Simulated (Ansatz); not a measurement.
# Lattice dynamics of LaYO2F2 (built on the sites of a database entry of LaOF), part 2 of 2

Wanted: phonon frequencies of LaYO2F2 (built on the sites of a database entry of LaOF) and what follows from them.

Ansatz 0.2.0; DFT PBEsol, scalar-relativistic, plane waves, norm-conserving pseudopotentials.

So far. Step 4 (Tight relaxation): The largest force component left is 0.77 meV/Å and the pressure is -0.003 GPa, within the tolerances set. The cell now holds 14.18 Å³/atom. The relaxed cell has a = 3.901, c = 19.366 Å (conventional setting).

The structure was built from a prototype and need not be the compound's stable phase.

## (5) Linear response at the zone centre

The zone centre is the only wavevector solved here; it holds the modes that light can see, as far as symmetry allows. The response to a homogeneous field gives the Born charges and the dielectric tensor.

Contents of input.yaml:

```yaml
crystal:
  lattice:
    - [1.9506704979, 1.126220137, 6.4552995082]
    - [-1.9506704979, 1.126220137, 6.4552995082]
    - [0.0, -2.2524402741, 6.4552995082]
  atoms:
    - { symbol: La, position: [0.2586710085, 0.2586710085, 0.2586710085] }
    - { symbol: "Y", position: [0.741881669, 0.741881669, 0.741881669] }
    - { symbol: O, position: [0.3818069676, 0.3818069676, 0.3818069676] }
    - { symbol: O, position: [0.6265075227, 0.6265075227, 0.6265075227] }
    - { symbol: F, position: [0.125306451, 0.125306451, 0.125306451] }
    - { symbol: F, position: [0.8658263812, 0.8658263812, 0.8658263812] }
kpoints:
  mp_grid: { grid: [6, 6, 6] }
hamiltonian:
  xc: pbesol
  pseudopotentials: { kind: nc }
scf:
  occupations: { method: fixed }
output:
  eigenvalues: true
phonons:
  method: dfpt
  dielectric: true
  rigid_motions: translations
```

On the command line:

```
ansatz run input.yaml --threads 8 --pin off --max-ram 14336MiB --backend cpu --events-out ev --progress --plain --runs-dir out
```

Numbers of over 12 decimals in the logs are rounded to 6 here.

Output:

```text
[...]
Crystal: 6 atoms, lattice volume = 85.089 Å³
Basis set: ecut = 1496.626244 eV, 11243 PW (Γ), exchange–correlation on 180×180×180 points (8 copies of the dense FFT grid, shifted against one another)
Bands: 30, of which v1, the nominal top of the filled ones, is band 24 counted from 1 (23 counted from 0)
Symmetry: 6 space group operations
k-points: 68 of 216 (irreducible under 2 space group operations, time reversal used)
[...]
SCF iter   1: F=—  HF=-4331.316452 eV  |F-HF|=—  |Δ(HF+E_count)|=         —  Δρ=6.26e-1  dr2=5.74e2  ethr=3.10e-3  ⟨swp⟩=20.0  Hψ=24912  notcnv=2  defer=342
[...]
SCF iter  18: F=-4313.186015 eV  HF=-4313.186015 eV  |F-HF|=1.64e-11  |Δ(HF+E_count)|=  7.46e-11  Δρ=2.27e-7  dr2=3.30e-11  ethr=1.00e-12  ⟨swp⟩=34.7  Hψ=31330  notcnv=0
[...]
SCF 1 converged in 18 iterations: F = -4313.186015 eV  dr2 = 3.30e-11
NSCF: frozen V_eff on 5 k-points
DFPT response loops at Γ: preconditioner auto → Resta (q_TF=auto, 2.480 Å⁻¹)  ε∞=3.7 (no band partly filled); β = 1.00, the filter's whole step (`scf.mixing.beta` (0.50) is not read by the response loops at its default; to damp them type it under 1.00, their step now; it binds the ground state too); Broyden in place of MSR1
SCF converged after 18 iterations
Free energy (F): -4313.186015 eV
[...]
Internal energy: -4313.186015 eV  (E = F + TS)
E sigma→0 (E₀):  -4313.186015 eV
Fermi energy:    8.631304 eV
[...]
--- Band table (eV; the first three rows and the last of 68) ---
  k-point 0: bands = [... 20 lower, 6.9652, 7.6472, 7.6472, 8.3984, 13.6011, 14.2067, 14.2544, 14.2544, ... 2 higher]
  k-point 1: bands = [... 20 lower, 7.0544, 7.5821, 7.7388, 8.3573, 13.7152, 14.1457, 14.1958, 14.3041, ... 2 higher]
  k-point 2: bands = [... 20 lower, 7.3529, 7.7405, 8.0303, 8.3071, 13.5393, 14.0630, 14.1212, 14.2564, ... 2 higher]
  k-point 67: bands = [... 20 lower, 6.9421, 7.5835, 7.5835, 8.0951, 13.7379, 14.2255, 14.2255, 14.3345, ... 2 higher]
--- Phonons (Γ-DFPT): 12 representative perturbations + reference, on 68 of 216 k-points (Σ response iterations 44) ---
  k mesh reduced under 2 symmetry operations, with k and −k counted as one. Each operation leaves every solved perturbation unchanged. A smaller set is not considered because the run solves the response to a homogeneous field
  ASR residual: 6.347e-4 → 0.000e0 eV/Å²; symmetrization residual: 6.037e-6 eV/Å²
  ASR residual per site (eV/Å²): 4.25e-5 4.33e-5 6.04e-5 3.08e-4 4.81e-4 6.35e-4
  Γ frequencies (cm⁻¹): 0.00 0.00 0.00 116.04 116.04 201.11 204.57 204.57 239.69 275.97 275.97 319.34 365.94 365.94 412.27 412.27 430.05 474.30
  ε∞ (high-frequency dielectric tensor):
        3.677613     0.000000     0.000000
       -0.000000     3.677613     0.000000
        0.000000     0.000000     3.417101
  ε⁰ (static dielectric tensor: ions relaxed, cell fixed):
       15.328894     0.000000     0.000000
        0.000000    15.328894     0.000000
        0.000000     0.000000    13.047631
  ε⁰ − ε∞ (ionic part):
       11.651281     0.000000     0.000000
        0.000000    11.651281     0.000000
        0.000000     0.000000     9.630530
  softest optical mode at Γ: 116.04 cm⁻¹; the repairs (sum rule, projections) moved no ω² at Γ by more than (3.31 cm⁻¹)²
  Born effective charges Z* (e; rows j = field, columns β = displacement):
    site 0:
         4.08508   -0.00000    0.00000
         0.00000    4.08508    0.00000
         0.00000    0.00000    3.75392
    site 1:
         3.76276   -0.00000   -0.00000
         0.00000    3.76276    0.00000
         0.00000    0.00000    3.62621
    site 2:
        -2.37370    0.00000    0.00000
         0.00000   -2.37370   -0.00000
         0.00000   -0.00000   -2.01257
    site 3:
        -2.71439   -0.00000    0.00000
         0.00000   -2.71439   -0.00000
         0.00000   -0.00000   -1.87372
    site 4:
        -1.37348   -0.00000   -0.00000
         0.00000   -1.37348    0.00000
         0.00000    0.00000   -1.72375
    site 5:
        -1.38628   -0.00000    0.00000
         0.00000   -1.38628    0.00000
         0.00000    0.00000   -1.77008
  Z* charge neutrality: 2.083e-5 e pre-enforcement
  k-mesh period / interband length: 23.4 Å / 1.05 Å = 22.39 at k = (0.0000, 0.0000, 0.0000), direct gap 5.203 eV — 14 or more, which is no proof of convergence
  optical modes at Γ without the LO–TO term, one row a degenerate level:
      ω (cm⁻¹)  modes    IR ((D/Å)²/amu)
        116.04      2             0.2356
        201.11      1             5.4870
        204.57      2            28.3463
        239.69      1            12.7692
        275.97      2             0.8093
        319.34      1             0.0007
        365.94      2            29.1526
        412.27      2             1.0960
        430.05      1             0.4496
        474.30      1             5.3627
  optical modes at Γ + LO–TO along q̂ = [1.0000, 0.0000, 0.0000]:
      ω (cm⁻¹)  modes    IR ((D/Å)²/amu)
        116.04      1             0.1178
        116.69      1             0.0042
        201.11      1             5.4870
[...]
optical modes at Γ + LO–TO along q̂ = [0.0000, 1.0000, 0.0000]:
      ω (cm⁻¹)  modes    IR ((D/Å)²/amu)
[...]
474.30      1             5.3627
        550.54      1            28.4312
  optical modes at Γ + LO–TO along q̂ = [0.0000, 0.0000, 1.0000]:
      ω (cm⁻¹)  modes    IR ((D/Å)²/amu)
        116.04      2             0.2356
        204.57      2            28.3463
        212.20      1             0.0540
        275.97      2             0.8093
        319.34      1             0.0004
        365.94      2            29.1526
        374.31      1             5.4814
        412.27      2             1.0960
        433.60      1             0.3530
        557.86      1            18.1805
```

Run time: 16 min. Hardware: 8 threads of Arm Neoverse N1, shared host; peak memory 6 GiB.

This step gave:

```yaml
sum_rule_residual_before_enforcement: 6.35e-4 eV/Å²
miss_of_the_charge_sum_rule: 2.08e-5 e
point_group: 3m
highest_optical_mode_at_the_zone_centre_no_lo_to_term: 474.3 cm⁻¹
lowest_optical_zone_centre_mode: 116.0 cm⁻¹
mean_high_frequency_dielectric_constant: 3.591
largest_born_charge_third_of_the_trace: 3.975 e
mean_static_dielectric_constant: 14.57
top_of_the_zone_centre_spectrum_with_the_field: 557.9 cm⁻¹
```

Without the LO-TO term. Patterns of degenerate modes are one choice out of their space. Modes at Γ, with each element's share of the kinetic energy:

| mode | frequency (cm⁻¹) | symmetry | La % | Y % | O % | F % |
| --- | --- | --- | --- | --- | --- | --- |
| 1 | 0.0 | acoustic | 47 | 30 | 11 | 13 |
| 2 | 0.0 | acoustic | 47 | 30 | 11 | 13 |
| 3 | 0.0 | acoustic | 47 | 30 | 11 | 13 |
| 4 | 116.0 | E | 39 | 58 | 2 | 1 |
| 5 | 116.0 | E | 39 | 58 | 2 | 1 |
| 6 | 201.1 | A1 | 43 | 14 | 7 | 36 |
| 7 | 204.6 | E | 8 | 10 | 7 | 75 |
| 8 | 204.6 | E | 8 | 10 | 7 | 75 |
| 9 | 239.7 | A1 | 0 | 41 | 4 | 54 |
| 10 | 276.0 | E | 3 | 0 | 7 | 90 |
| 11 | 276.0 | E | 3 | 0 | 7 | 90 |
| 12 | 319.3 | A1 | 8 | 11 | 1 | 81 |
| 13 | 365.9 | E | 3 | 2 | 83 | 12 |
| 14 | 365.9 | E | 3 | 2 | 83 | 12 |
| 15 | 412.3 | E | 1 | 0 | 90 | 9 |
| 16 | 412.3 | E | 1 | 0 | 90 | 9 |
| 17 | 430.1 | A1 | 1 | 2 | 94 | 3 |
| 18 | 474.3 | A1 | 1 | 2 | 83 | 13 |

Displacements in mode 4 (116.0 cm⁻¹), the largest set to 1:
```
La1 -0.09 -0.65  0.00
Y2   0.13  1.00  0.00
O3   0.05  0.37  0.00
O4  -0.03 -0.24  0.00
F5   0.03  0.24  0.00
F6  -0.03 -0.25  0.00
```

Displacements in mode 7 (204.6 cm⁻¹), the largest set to 1:
```
La1  0.00 -0.14  0.00
Y2   0.00 -0.19  0.00
O3  -0.01  0.37  0.00
O4   0.00  0.07  0.00
F5  -0.02  1.00  0.00
F6  -0.01  0.53  0.00
```

Optical modes at the zone centre, without and with the macroscopic field of the longitudinal modes; each column is sorted by frequency, so a row need not hold one and the same mode. Modes with and without the field, by row:

| rank among optical modes | no field (cm⁻¹) | q along (1, 0, 0) (cm⁻¹) | q along (0, 0, 1) (cm⁻¹) |
| --- | --- | --- | --- |
| 1 | 116 | 116 | 116 |
| 2 | 116 | 116.7 | 116 |
| 3 | 201.1 | 201.1 | 204.6 |
| 4 | 204.6 | 204.6 | 204.6 |
| 5 | 204.6 | 239.7 | 212.2 |
| 6 | 239.7 | 267.7 | 276 |
| 7 | 276 | 276 | 276 |
| 8 | 276 | 285.7 | 319.3 |
| 9 | 319.3 | 319.3 | 365.9 |
| 10 | 365.9 | 365.9 | 365.9 |
| 11 | 365.9 | 410.6 | 374.3 |
| 12 | 412.3 | 412.3 | 412.3 |
| 13 | 412.3 | 430.1 | 412.3 |
| 14 | 430.1 | 474.3 | 433.6 |
| 15 | 474.3 | 550.5 | 557.9 |

Born charge (rows field, columns displacement) (e), principal values of the symmetric part by kind of site:

| atom | atoms with these values | low | middle | high | mean |
| --- | --- | --- | --- | --- | --- |
| La1 | 1 | 3.75 | 4.09 | 4.09 | 3.97 |
| Y2 | 1 | 3.63 | 3.76 | 3.76 | 3.72 |
| O3 | 1 | -2.37 | -2.37 | -2.01 | -2.25 |
| O4 | 1 | -2.71 | -2.71 | -1.87 | -2.43 |
| F5 | 1 | -1.72 | -1.37 | -1.37 | -1.49 |
| F6 | 1 | -1.77 | -1.39 | -1.39 | -1.51 |

In full for Y2:

```
3.76 0.00 0.00
0.00 3.76 0.00
0.00 0.00 3.63
```

High-frequency dielectric tensor:

```
3.68 0.00 0.00
0.00 3.68 0.00
0.00 0.00 3.42
```

Static dielectric tensor (ions relaxed, fixed cell):

```
15.33  0.00  0.00
 0.00 15.33  0.00
 0.00  0.00 13.05
```

Transverse modes. Infrared lines, with heights relative to the strongest:

| position (cm⁻¹) | label | relative intensity |
| --- | --- | --- |
| 116 | E | 0.8 |
| 201 | A1 | 19 |
| 205 | E | 97 |
| 240 | A1 | 44 |
| 276 | E | 2.8 |
| 319 | A1 | 0.0 |
| 366 | E | 100 |
| 412 | E | 3.8 |
| 430 | A1 | 1.5 |
| 474 | A1 | 18 |

Before it was imposed, the acoustic sum rule was missed by 6.3e-4 eV/Å² and the charge sum rule by 2.1e-5 e. Small misses are needed for a sound result but don't prove that mesh and cutoff are converged. The lowest optical mode is real, 116 cm⁻¹.

## (6) Isotope substitution

An isotope changes the mass and not the force constants, so no new electronic calculation is needed; the shifts show which modes move this element.

The same force constants with the mass of O changed from 15.999 to 17.999 u (phonopy, no LO-TO term). Both lists are sorted by frequency; levels can cross, so a row need not hold one and the same mode. Modes under 3 cm⁻¹ are left out. Isotope shifts, by row:

| q | rank | natural mass (cm⁻¹) | changed mass (cm⁻¹) |
| --- | --- | --- | --- |
| 0 0 0 | 4 | 116 | 115.9 |
| 0 0 0 | 5 | 116 | 115.9 |
| 0 0 0 | 6 | 201.1 | 200.2 |
| 0 0 0 | 7 | 204.6 | 203.6 |
| 0 0 0 | 8 | 204.6 | 203.6 |
| 0 0 0 | 9 | 239.7 | 239.1 |
| 0 0 0 | 10 | 276 | 274.7 |
| 0 0 0 | 11 | 276 | 274.7 |
| 0 0 0 | 12 | 319.3 | 319.2 |
| 0 0 0 | 13 | 365.9 | 348.6 |
| 0 0 0 | 14 | 365.9 | 348.6 |
| 0 0 0 | 15 | 412.3 | 391.3 |
| 0 0 0 | 16 | 412.3 | 391.3 |
| 0 0 0 | 17 | 430.1 | 406.9 |
| 0 0 0 | 18 | 474.3 | 452 |

A mode of this element alone would shift by -5.72 %. The highest zone-centre frequency without the field goes from 474.3 to 452.0 cm⁻¹ (-4.7 %). The product of the frequency ratios over all optical modes at Γ is 0.716; the product rule, (m/m′)^(3k/2) (M′/M)^(3/2) with k = 2 such atoms and M the mass of the cell, gives 0.716.

## (7) Summary of results

| Quantity | Value |
| --- | --- |
| space group after relaxation (within 0.01 Å) | R3m |
| volume per atom | 14.2 Å³ |
| gap on the k-mesh | 4.49 eV |
| highest optical mode at the zone centre (no LO-TO term) | 474 cm⁻¹ |
| top of the zone-centre spectrum with the field | 558 cm⁻¹ |
| lowest optical zone-centre mode | 116 cm⁻¹ |
| mean high-frequency dielectric constant | 3.59 |
| mean static dielectric constant | 14.6 |
| largest Born charge (third of the trace) | 3.97 e |
| imaginary modes at Γ (the only wavevector solved) | none |

**Reading.** The structure is stable against zone-centre distortions, since no mode there is imaginary; other wavevectors were not solved, so zone-boundary instabilities are untested. Without the field, the optical modes at Γ span 116 to 474 cm⁻¹. No dispersion was computed. The highest mode in this list at Γ, 474.3 cm⁻¹, is mostly motion of O (83 % of the kinetic energy). With the macroscopic field of the longitudinal modes the top of the zone-centre spectrum lies at 558 cm⁻¹, against 474 cm⁻¹ without it. Lattice motion raises the mean dielectric constant from 3.591 to 14.57. The strongest infrared line is at 366 cm⁻¹. Spin-orbit coupling is left out, which can matter for the heavy elements here. The starting cell was built on a prototype and not taken from a measurement, so the phase need not exist. These are harmonic frequencies at zero temperature: anharmonic shifts, linewidths and thermal expansion are left out.

[Logs are printed without paths, hosts, clocks, repeated set-up lines and the standing remarks that a program may print on its own settings, such as how far it seeks lower states.]

[Hosts, paths, dates, database ids (printed as entryN), source tags and the programs' standing remarks are cut or masked in the printed files.]
